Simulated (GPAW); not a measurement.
# A Pb chain with a Cu atom bridging one bond: relaxation, then transmission at several levels

How well does a Pb chain with a Cu atom bridging one bond conduct once its atoms have relaxed, and how much do cheaper levels lose?

Program: GPAW 26.7.0. Level of theory: GPAW LCAO, PAW setups; relaxation of the junction within the symmetry of its start, lead ends held, in the first sound run; inputs show where later runs differ. Results are calculated unless marked as measured.

## (1) The starting structure

The cell holds 13 atoms: 12 Pb and 1 Cu. Cell: a = 9.000 Å, b = 9.000 Å, c = 35.000 Å, α = 90.0°, β = 90.0°, γ = 90.0°. Regions: left lead, 6 atoms (6 Pb); channel, 1 atom (1 Cu); right lead, 6 atoms (6 Pb). Vacuum lies along a and b. The structure is stacked along c, and the current runs across the ab planes.

## (2) Relaxing the atoms

Transmission follows bond lengths closely, so the atoms between the held lead ends are relaxed first, within whatever symmetry the start has.

run.py

```python
import json
from ase import Atoms
from ase.constraints import FixAtoms
from ase.optimize import BFGS
from gpaw import GPAW, FermiDirac

device = Atoms(
    ['Pb', 'Pb', 'Pb', 'Pb', 'Pb', 'Pb', 'Cu', 'Pb', 'Pb', 'Pb', 'Pb', 'Pb', 'Pb'],
    positions=[
        [4.50000, 4.50000, 1.45000],
        [4.50000, 4.50000, 4.35000],
        [4.50000, 4.50000, 7.25000],
        [4.50000, 4.50000, 10.15000],
        [4.50000, 4.50000, 13.05000],
        [4.50000, 4.50000, 15.95000],
        [6.53906, 4.50000, 17.50000],
        [4.50000, 4.50000, 19.05000],
        [4.50000, 4.50000, 21.95000],
        [4.50000, 4.50000, 24.85000],
        [4.50000, 4.50000, 27.75000],
        [4.50000, 4.50000, 30.65000],
        [4.50000, 4.50000, 33.55000]],
    cell=[[9.0, 0.0, 0.0], [0.0, 9.0, 0.0], [0.0, 0.0, 35.0]],
    pbc=True)

device.set_constraint(FixAtoms([0, 1, 2, 3, 4, 8, 9, 10, 11, 12]))
device.calc = GPAW(mode='lcao', basis='dzp', xc='PBE', h=0.18,
                   kpts={'size': (1, 1, 2), 'gamma': True},
                   symmetry={'tolerance': 1e-3, 'extra_ids': [1, 1, 1, 1, 1, 0, 0, 0, 1, 1, 1, 1, 1]},
                   occupations=FermiDirac(0.1), maxiter=250,
                   mixer=dict(beta=0.1, nmaxold=8, weight=100.0),
                   convergence=dict(density=0.0001), txt='relax.txt')
path = []
opt = BFGS(device, maxstep=0.15)
opt.attach(lambda: path.append((device.get_potential_energy(), device.positions.tolist(), device.get_forces().tolist())))
relaxed = bool(opt.run(fmax=0.05, steps=50))
json.dump(dict(relaxed=relaxed, path=path, positions=device.positions.tolist(), moments=device.get_magnetic_moments().tolist(),
               forces=device.get_forces(apply_constraint=False).tolist()), open('result.json', 'w'))
```

The run is started by

```console
> OMP_NUM_THREADS=1 OPENBLAS_NUM_THREADS=1 python run.py
```

The log of the run:

```text
Step          Energy          fmax
BFGS:    0      -26.481625        0.610618
BFGS:    1      -26.491777        0.554787
BFGS:    2      -26.521389        0.533345
BFGS:    3      -26.544172        0.183539
BFGS:    4      -26.545271        0.159853
BFGS:    5      -26.400828        1.452047
BFGS:    6      -26.546272        0.126045
BFGS:    7      -26.546854        0.140015
BFGS:    8      -26.545096        0.124391
BFGS:    9      -26.547783        0.059107
BFGS:   10      -26.547990        0.051711
BFGS:   11      -26.547619        0.040120
```

Wall time 6.2 min (1 thread of Intel Xeon 6975P-C (Granite Rapids), shared host); peak memory 1.6 GiB.

Step by step:

| step | energy less that of the first step (eV) | largest force (eV/Å) |
| --- | --- | --- |
| 1 | 0.0000 | 0.6106 |
| 2 | -0.0101 | 0.5548 |
| 3 | -0.0411 | 0.5333 |
| 4 | -0.0632 | 0.1835 |
| 5 | -0.0643 | 0.1599 |
| 6 | 0.0800 | 1.4520 |
| 7 | -0.0653 | 0.1260 |
| 8 | -0.0660 | 0.1400 |
| 9 | -0.0647 | 0.1244 |
| 10 | -0.0671 | 0.0591 |
| 11 | -0.0673 | 0.0517 |
| 12 | -0.0668 | 0.0401 |

The atoms that moved most (Å):

| atom | dx | dy | dz | length |
| --- | --- | --- | --- | --- |
| Cu7 | 0.087 | 0.000 | 0.000 | 0.087 |
| Pb6 | -0.059 | 0.000 | 0.057 | 0.082 |
| Pb8 | -0.059 | 0.000 | -0.057 | 0.082 |

The relaxation lowered the energy of the cell by 0.0668 eV (energies extrapolated to zero smearing; the optimiser's log prints free energies). The largest force left on a free atom is 0.040 eV/Å.

## (3) GPAW, dzp

The script solves lead and junction separately, takes H and S in the orbital basis, and joins semi-infinite leads through their self-energies; the dzp basis is the working standard.

This step: GPAW LCAO, PAW setups; Landauer transmission from Green's functions with principal layers (ASE), zero bias (GPAW 26.7.0).

run.py

```python
import json
import numpy as np
from ase import Atoms
from ase.transport.calculators import TransportCalculator
from gpaw import GPAW, FermiDirac
from gpaw.lcao.tools import get_lcao_hamiltonian
from scipy.linalg import eigh

# The junction with lead layers at both ends, along the third cell vector
device = Atoms(
    ['Pb', 'Pb', 'Pb', 'Pb', 'Pb', 'Pb', 'Cu', 'Pb', 'Pb', 'Pb', 'Pb', 'Pb', 'Pb'],
    positions=[
        [4.50000, 4.50000, 1.45000],
        [4.50000, 4.50000, 4.35000],
        [4.50000, 4.50000, 7.25000],
        [4.50000, 4.50000, 10.15000],
        [4.50000, 4.50000, 13.05000],
        [4.44149, 4.50000, 16.00719],
        [6.62581, 4.50000, 17.50000],
        [4.44149, 4.50000, 18.99281],
        [4.50000, 4.50000, 21.95000],
        [4.50000, 4.50000, 24.85000],
        [4.50000, 4.50000, 27.75000],
        [4.50000, 4.50000, 30.65000],
        [4.50000, 4.50000, 33.55000]],
    cell=[[9.0, 0.0, 0.0], [0.0, 9.0, 0.0], [0.0, 0.0, 35.0]],
    pbc=True)

# One principal layer of the lead: the first 3 atoms of the device
lead = Atoms(
    ['Pb', 'Pb', 'Pb'],
    positions=[
        [4.50000, 4.50000, 1.45000],
        [4.50000, 4.50000, 4.35000],
        [4.50000, 4.50000, 7.25000]],
    cell=[[9.0, 0.0, 0.0], [0.0, 9.0, 0.0], [0.0, 0.0, 8.7]],
    pbc=True)

settings = dict(mode='lcao', basis='dzp', xc='PBE', h=0.2,
                occupations=FermiDirac(0.1), maxiter=250,
                mixer=dict(beta=0.1, nmaxold=8, weight=100.0),
                convergence=dict(density=0.0001))
energies = np.arange(-2, 2 + 1e-9, 0.025)
eta = 0.0001
n1, n2 = 1, 1
# k and -k transmit alike, so half of the mesh across the current serves
mesh = [(i, j) for i in range(n1) for j in range(n2) if (i, j) <= (-i % n1, -j % n2)]
weights = np.array([1 if (i, j) == (-i % n1, -j % n2) else 2 for i, j in mesh]) / (n1 * n2)

# [... helper functions left out ...]
fermi_lead = ground_state(lead, (1, 1, 13), 'lead.txt')
fermi_device = ground_state(device, (1, 1, 2), 'device.txt')
# [... loop over the mesh left out, but for ...]
        # Shift the lead onto the potential of the device's first layer
        shift = ((H[:, 0, 0] - H0[:, 0, 0]) / S0[0, 0]).real.mean()
# [...]
kT = 8.617333e-5 * 300
bias = [0.1, 0.2, 0.5, 1.0, 1.5, 2.0]
# [... integrals and printing left out ...]
```

The log of the run:

```text
basis functions: device 291, principal layer 69
Fermi level: lead -2.5493 eV, device -2.4376 eV; lead shifted by 0.0425 eV
largest coupling past the next layer 2.76e-08 eV, largest misfit of the first layer 0.039 eV
  E-E_F (eV)   T (one spin)  [channel counts left out]
    -2.000    4.9158e-04
    -1.975    6.5496e-03
    -1.950    2.3195e-02
    -1.925    5.6458e-02
    -1.900    1.1415e-01
    -1.875    2.0539e-01
    -1.850    3.3871e-01
    -1.825    5.1681e-01
    -1.800    7.2556e-01
    -1.775    9.1643e-01
    -1.750    9.9616e-01
    -1.725    8.7111e-01
    -1.700    5.6512e-01
    -1.675    2.4445e-01
    -1.650    5.0374e-02
    -1.625    2.6331e-04
[...]
1.825    1.9950e+00
     1.850    2.0027e+00
     1.875    2.0154e+00
     1.900    2.0308e+00
     1.925    2.0470e+00
     1.950    2.0628e+00
     1.975    2.0773e+00
     2.000    2.0902e+00
conductance at 300 K: 2.5921 G0 a cell; thermopower -0.7498 uV/K
current from the zero-bias T(E) at 0.1 V: 20.089 uA
current from the zero-bias T(E) at 0.2 V: 40.161 uA
current from the zero-bias T(E) at 0.5 V: 99.837 uA
current from the zero-bias T(E) at 1.0 V: 196.39 uA
current from the zero-bias T(E) at 1.5 V: 281.08 uA
current from the zero-bias T(E) at 2.0 V: 354.03 uA
```

The job ended after 57 s (1 thread; peak memory 1.2 GiB).

Numbers from this step:

```
conductance                                    : 2.592 G₀
largest coupling past the next principal layer : 2.76e-8 eV
largest misfit of the first principal layer    : 0.03856 eV
shift that aligns the lead                     : 0.04254 eV
basis functions of the junction                : 291
basis functions of a principal layer           : 69
transmission at the Fermi level (one spin)     : 2.589
```

One spin. Table of transmission, zone mean by energy, zero at the Fermi level:

energy (eV), transmission, zone mean and a bar:
```
   -2.000       0.00 
   -1.800       0.73 ########
   -1.750       1.00 ##########
   -1.600       0.05 
   -1.400       0.70 #######
   -1.200       0.90 #########
   -1.000       0.96 ##########
   -0.800       0.98 ##########
   -0.600       2.00 #####################
   -0.400       2.29 ########################
   -0.200       2.48 ##########################
    0.000       2.59 ###########################
    0.200       2.65 ############################
    0.400       2.67 ############################
    0.600       2.70 ############################
    0.800       2.76 #############################
    1.000       2.84 ##############################
    1.175       2.87 ##############################
    1.200       2.87 ##############################
    1.400       2.80 #############################
    1.600       2.42 #########################
    1.800       2.00 #####################
    2.000       2.09 ######################
```

Not self-consistent under bias; the bias window is split evenly. Current through one cell, from the zero-bias transmission against bias:

| bias (V) | current through one cell, from the zero-bias transmission (μA) |
| --- | --- |
| 0.100 | 20.1 |
| 0.200 | 40.2 |
| 0.500 | 99.8 |
| 1.000 | 196 |
| 1.500 | 281 |
| 2.000 | 354 |

Transmission of the three most open eigenchannels against energy, zero at the Fermi level:

| energy (eV) | channel 1 | channel 2 | channel 3 |
| --- | --- | --- | --- |
| -2.000 | 4.9e-4 | 0 | 0 |
| -1.900 | 0.114 | 0 | 0 |
| -1.800 | 0.726 | 0 | 0 |
| -1.700 | 0.565 | 0 | 0 |
| -1.600 | 0.0457 | 0 | 0 |
| -1.500 | 0.440 | 0 | 0 |
| -1.400 | 0.701 | 0 | 0 |
| -1.300 | 0.834 | 0 | 0 |
| -1.200 | 0.902 | 0 | 0 |
| -1.100 | 0.940 | 0 | 0 |
| -1.000 | 0.962 | 0 | 0 |
| -0.900 | 0.975 | 0 | 0 |
| -0.800 | 0.984 | 0 | 0 |
| -0.700 | 0.990 | 2.7e-9 | 2.7e-10 |
| -0.600 | 0.992 | 0.900 | 0.103 |
| -0.500 | 0.995 | 0.994 | 0.176 |
| -0.400 | 0.996 | 0.995 | 0.303 |
| -0.300 | 0.997 | 0.996 | 0.415 |
| -0.200 | 0.998 | 0.997 | 0.486 |
| -0.100 | 0.998 | 0.998 | 0.518 |
| 0.000 | 0.998 | 0.998 | 0.593 |
| 0.100 | 0.998 | 0.998 | 0.627 |
| 0.200 | 0.999 | 0.998 | 0.652 |
| 0.300 | 0.999 | 0.997 | 0.667 |
| 0.400 | 0.999 | 0.996 | 0.677 |
| 0.500 | 0.999 | 0.992 | 0.689 |
| 0.600 | 0.999 | 0.986 | 0.710 |
| 0.700 | 0.999 | 0.981 | 0.741 |
| 0.800 | 0.999 | 0.978 | 0.780 |
| 0.900 | 0.999 | 0.979 | 0.820 |
| 1.000 | 0.999 | 0.983 | 0.853 |
| 1.100 | 0.999 | 0.988 | 0.873 |
| 1.200 | 0.999 | 0.993 | 0.876 |
| 1.300 | 0.999 | 0.996 | 0.856 |
| 1.400 | 0.999 | 0.998 | 0.799 |
| 1.500 | 0.999 | 0.995 | 0.594 |
| 1.600 | 0.999 | 0.999 | 0.423 |
| 1.700 | 0.999 | 0.998 | 0.129 |
| 1.800 | 0.999 | 0.995 | 8.2e-4 |
| 1.900 | 0.999 | 0.989 | 0.0424 |
| 2.000 | 0.999 | 0.979 | 0.112 |

Couplings past the next layer reach 2.8e-8 eV, small enough to drop; the matrix elements of the cell's first layer differ from the bulk lead's by up to 0.039 eV. That layer keeps its own values in the calculation, and only beyond it is the lead taken as perfect. The Fermi levels of lead and junction count from different zeros of potential, one for each periodic cell; with both set to zero, the small remaining shift is what aligns them. Without spin-orbit coupling, which is large for these atoms, channel counts and T are those of the scalar-relativistic bands. By hand: G = 2.592 × 77.48 μS = 201 μS, a resistance of 4.98 kΩ; at 0.1 V a linear junction would pass 20.1 μA, and the integral over the bias window gives 20.1 μA.

## (4) GPAW, szp: basis = "szp(dzp)"

The second zeta is dropped, the polarisation orbitals stay.

Changes to run.py since step 3:

```diff
@@ -38,3 +38,3 @@
 
-settings = dict(mode='lcao', basis='dzp', xc='PBE', h=0.2,
+settings = dict(mode='lcao', basis='szp(dzp)', xc='PBE', h=0.2,
                 occupations=FermiDirac(0.1), maxiter=250,
```

The log of the run:

```text
basis functions: device 177, principal layer 42
Fermi level: lead -2.7191 eV, device -2.5869 eV; lead shifted by 0.0339 eV
largest coupling past the next layer 2.75e-08 eV, largest misfit of the first layer 0.034 eV
  E-E_F (eV)   T (one spin)  [channel counts left out]
    -2.000    4.0753e-03
    -1.975    6.0021e-04
    -1.950    6.0440e-04
    -1.925    7.1918e-03
    -1.900    2.4880e-02
    -1.875    6.0093e-02
    -1.850    1.2172e-01
    -1.825    2.2136e-01
    -1.800    3.7208e-01
    -1.775    5.8108e-01
    -1.750    8.2422e-01
    -1.725    9.8989e-01
    -1.700    8.8501e-01
    -1.675    5.1596e-01
    -1.650    1.7519e-01
    -1.625    1.8929e-02
[...]
1.825    2.6734e+00
     1.850    2.6259e+00
     1.875    2.5721e+00
     1.900    2.5127e+00
     1.925    2.4486e+00
     1.950    2.3816e+00
     1.975    2.3137e+00
     2.000    2.2476e+00
conductance at 300 K: 2.5908 G0 a cell; thermopower -1.205 uV/K
current from the zero-bias T(E) at 0.1 V: 20.07 uA
current from the zero-bias T(E) at 0.2 V: 40.119 uA
current from the zero-bias T(E) at 0.5 V: 99.918 uA
current from the zero-bias T(E) at 1.0 V: 196.58 uA
current from the zero-bias T(E) at 1.5 V: 279.74 uA
current from the zero-bias T(E) at 2.0 V: 352.8 uA
```

The job ended after 41 s (1 thread; peak memory 1.1 GiB).

Numbers from this step:

```yaml
conductance: 2.591 G₀
largest_coupling_past_the_next_principal_layer: 2.75e-8 eV
largest_misfit_of_the_first_principal_layer: 0.03350 eV
shift_that_aligns_the_lead: 0.03390 eV
basis_functions_of_the_junction: 177
basis_functions_of_a_principal_layer: 42
transmission_at_the_fermi_level_one_spin: 2.592
```

One spin. Table of transmission, zone mean by energy, zero at the Fermi level:

| energy (eV) | transmission, zone mean |
| --- | --- |
| -2.000 | 0.00408 |
| -1.900 | 0.0249 |
| -1.800 | 0.372 |
| -1.725 | 0.990 |
| -1.700 | 0.885 |
| -1.600 | 0.00849 |
| -1.500 | 0.373 |
| -1.400 | 0.666 |
| -1.300 | 0.819 |
| -1.200 | 0.898 |
| -1.100 | 0.941 |
| -1.000 | 0.964 |
| -0.900 | 0.978 |
| -0.800 | 0.987 |
| -0.700 | 0.992 |
| -0.600 | 2.02 |
| -0.500 | 2.17 |
| -0.400 | 2.30 |
| -0.300 | 2.41 |
| -0.200 | 2.49 |
| -0.100 | 2.54 |
| 0.000 | 2.59 |
| 0.100 | 2.63 |
| 0.200 | 2.65 |
| 0.300 | 2.66 |
| 0.400 | 2.67 |
| 0.500 | 2.68 |
| 0.600 | 2.69 |
| 0.700 | 2.72 |
| 0.800 | 2.76 |
| 0.900 | 2.80 |
| 1.000 | 2.85 |
| 1.100 | 2.88 |
| 1.200 | 2.91 |
| 1.300 | 2.92 |
| 1.375 | 2.92 |
| 1.400 | 2.92 |
| 1.500 | 2.91 |
| 1.600 | 2.88 |
| 1.700 | 2.83 |
| 1.800 | 2.71 |
| 1.900 | 2.51 |
| 2.000 | 2.25 |

Not self-consistent under bias; the bias window is split evenly. Table of current through one cell, from the zero-bias transmission by bias:

| bias (V) | current through one cell, from the zero-bias transmission (μA) |
| --- | --- |
| 0.100 | 20.1 |
| 0.200 | 40.1 |
| 0.500 | 99.9 |
| 1.000 | 197 |
| 1.500 | 280 |
| 2.000 | 353 |

Table of transmission of the three most open eigenchannels by energy, zero at the Fermi level:

| energy (eV) | channel 1 | channel 2 | channel 3 |
| --- | --- | --- | --- |
| -2.000 | 0.00408 | 0 | 0 |
| -1.900 | 0.0249 | 0 | 0 |
| -1.800 | 0.372 | 0 | 0 |
| -1.700 | 0.885 | 0 | 0 |
| -1.600 | 0.00849 | 0 | 0 |
| -1.500 | 0.373 | 0 | 0 |
| -1.400 | 0.666 | 0 | 0 |
| -1.300 | 0.819 | 0 | 0 |
| -1.200 | 0.898 | 0 | 0 |
| -1.100 | 0.941 | 0 | 0 |
| -1.000 | 0.964 | 0 | 0 |
| -0.900 | 0.978 | 0 | 0 |
| -0.800 | 0.987 | 0 | 0 |
| -0.700 | 0.992 | 1.1e-9 | 1.3e-10 |
| -0.600 | 0.994 | 0.928 | 0.101 |
| -0.500 | 0.996 | 0.995 | 0.181 |
| -0.400 | 0.997 | 0.996 | 0.307 |
| -0.300 | 0.997 | 0.997 | 0.417 |
| -0.200 | 0.998 | 0.998 | 0.492 |
| -0.100 | 0.998 | 0.998 | 0.548 |
| 0.000 | 0.999 | 0.998 | 0.596 |
| 0.100 | 0.999 | 0.998 | 0.633 |
| 0.200 | 0.999 | 0.998 | 0.656 |
| 0.300 | 0.999 | 0.997 | 0.668 |
| 0.400 | 0.999 | 0.996 | 0.676 |
| 0.500 | 0.999 | 0.992 | 0.687 |
| 0.600 | 0.999 | 0.986 | 0.708 |
| 0.700 | 0.999 | 0.981 | 0.740 |
| 0.800 | 0.999 | 0.978 | 0.781 |
| 0.900 | 0.999 | 0.978 | 0.825 |
| 1.000 | 0.999 | 0.982 | 0.865 |
| 1.100 | 0.999 | 0.987 | 0.896 |
| 1.200 | 0.999 | 0.992 | 0.915 |
| 1.300 | 0.999 | 0.996 | 0.925 |
| 1.400 | 0.999 | 0.998 | 0.924 |
| 1.500 | 0.999 | 0.999 | 0.913 |
| 1.600 | 0.999 | 0.999 | 0.886 |
| 1.700 | 0.999 | 0.998 | 0.831 |
| 1.800 | 0.999 | 0.995 | 0.721 |
| 1.900 | 0.999 | 0.989 | 0.524 |
| 2.000 | 0.999 | 0.979 | 0.269 |

The conductance equals that of the dzp run to 0.2 %.

## (5) GPAW, sz: basis = "sz(dzp)"

The minimal basis is the cheapest rung: no second zeta and no polarisation.

Changes to run.py since step 4:

```diff
@@ -38,3 +38,3 @@
 
-settings = dict(mode='lcao', basis='szp(dzp)', xc='PBE', h=0.2,
+settings = dict(mode='lcao', basis='sz(dzp)', xc='PBE', h=0.2,
                 occupations=FermiDirac(0.1), maxiter=250,
```

The log of the run:

```text
basis functions: device 114, principal layer 27
Fermi level: lead -2.6065 eV, device -2.4684 eV; lead shifted by 0.0569 eV
largest coupling past the next layer 2.77e-08 eV, largest misfit of the first layer 0.050 eV
  E-E_F (eV)   T (one spin)  [channel counts left out]
    -2.000    5.4356e-03
    -1.975    1.7466e-02
    -1.950    4.1121e-02
[...]
1.975    2.6389e+00
     2.000    2.6099e+00
conductance at 300 K: 2.5131 G0 a cell; thermopower -1.145 uV/K
current from the zero-bias T(E) at 0.1 V: 19.469 uA
current from the zero-bias T(E) at 0.2 V: 38.929 uA
current from the zero-bias T(E) at 0.5 V: 97.097 uA
current from the zero-bias T(E) at 1.0 V: 191.6 uA
current from the zero-bias T(E) at 1.5 V: 274.59 uA
current from the zero-bias T(E) at 2.0 V: 345.49 uA
```

The job ended after 33 s (1 thread; peak memory 1.1 GiB).

Numbers from this step:

```yaml
conductance: 2.513 G₀
largest_coupling_past_the_next_principal_layer: 2.77e-8 eV
largest_misfit_of_the_first_principal_layer: 0.05018 eV
shift_that_aligns_the_lead: 0.05694 eV
basis_functions_of_the_junction: 114
basis_functions_of_a_principal_layer: 27
transmission_at_the_fermi_level_one_spin: 2.514
```

The conductance, 2.51 G₀, lies 3.1 % below that of the dzp run.

## (6) revPBE in the dzp basis: xc = "revPBE"

Back in the dzp basis, the functional changes from PBE to revPBE, to set the spread between functionals beside that between bases.

Changes to run.py since step 5:

```diff
@@ -38,3 +38,3 @@
 
-settings = dict(mode='lcao', basis='sz(dzp)', xc='PBE', h=0.2,
+settings = dict(mode='lcao', basis='dzp', xc='revPBE', h=0.2,
                 occupations=FermiDirac(0.1), maxiter=250,
```

The log of the run:

```text
basis functions: device 291, principal layer 69
Fermi level: lead -2.4495 eV, device -2.3354 eV; lead shifted by 0.0404 eV
largest coupling past the next layer 2.73e-08 eV, largest misfit of the first layer 0.038 eV
  E-E_F (eV)   T (one spin)  [channel counts left out]
    -2.000    1.2723e-03
    -1.975    1.0471e-02
    -1.950    3.3417e-02
[...]
1.975    2.0747e+00
     2.000    2.0880e+00
conductance at 300 K: 2.5763 G0 a cell; thermopower -1.243 uV/K
current from the zero-bias T(E) at 0.1 V: 19.959 uA
current from the zero-bias T(E) at 0.2 V: 39.901 uA
current from the zero-bias T(E) at 0.5 V: 99.427 uA
current from the zero-bias T(E) at 1.0 V: 195.84 uA
current from the zero-bias T(E) at 1.5 V: 280.69 uA
current from the zero-bias T(E) at 2.0 V: 353.66 uA
```

Run time: 62 s. Hardware: 1 thread; peak memory 1.2 GiB.

Numbers from this step:

| Item | Value |
| --- | --- |
| conductance | 2.576 G₀ |
| largest coupling past the next principal layer | 2.73e-8 eV |
| largest misfit of the first principal layer | 0.03791 eV |
| shift that aligns the lead | 0.04039 eV |
| basis functions of the junction | 291 |
| basis functions of a principal layer | 69 |
| transmission at the Fermi level (one spin) | 2.577 |

The conductance, 2.58 G₀, lies 0.6 % below that of the dzp run.

(Continued in part 2 of 2.)

[Logs are printed without paths, hosts, clocks, repeated set-up lines and the standing remarks that a program may print on its own settings, such as how far it seeks lower states.]

[Hosts, paths, dates, database ids (printed as entryN), source tags and the programs' standing remarks are cut or masked in the printed files.]
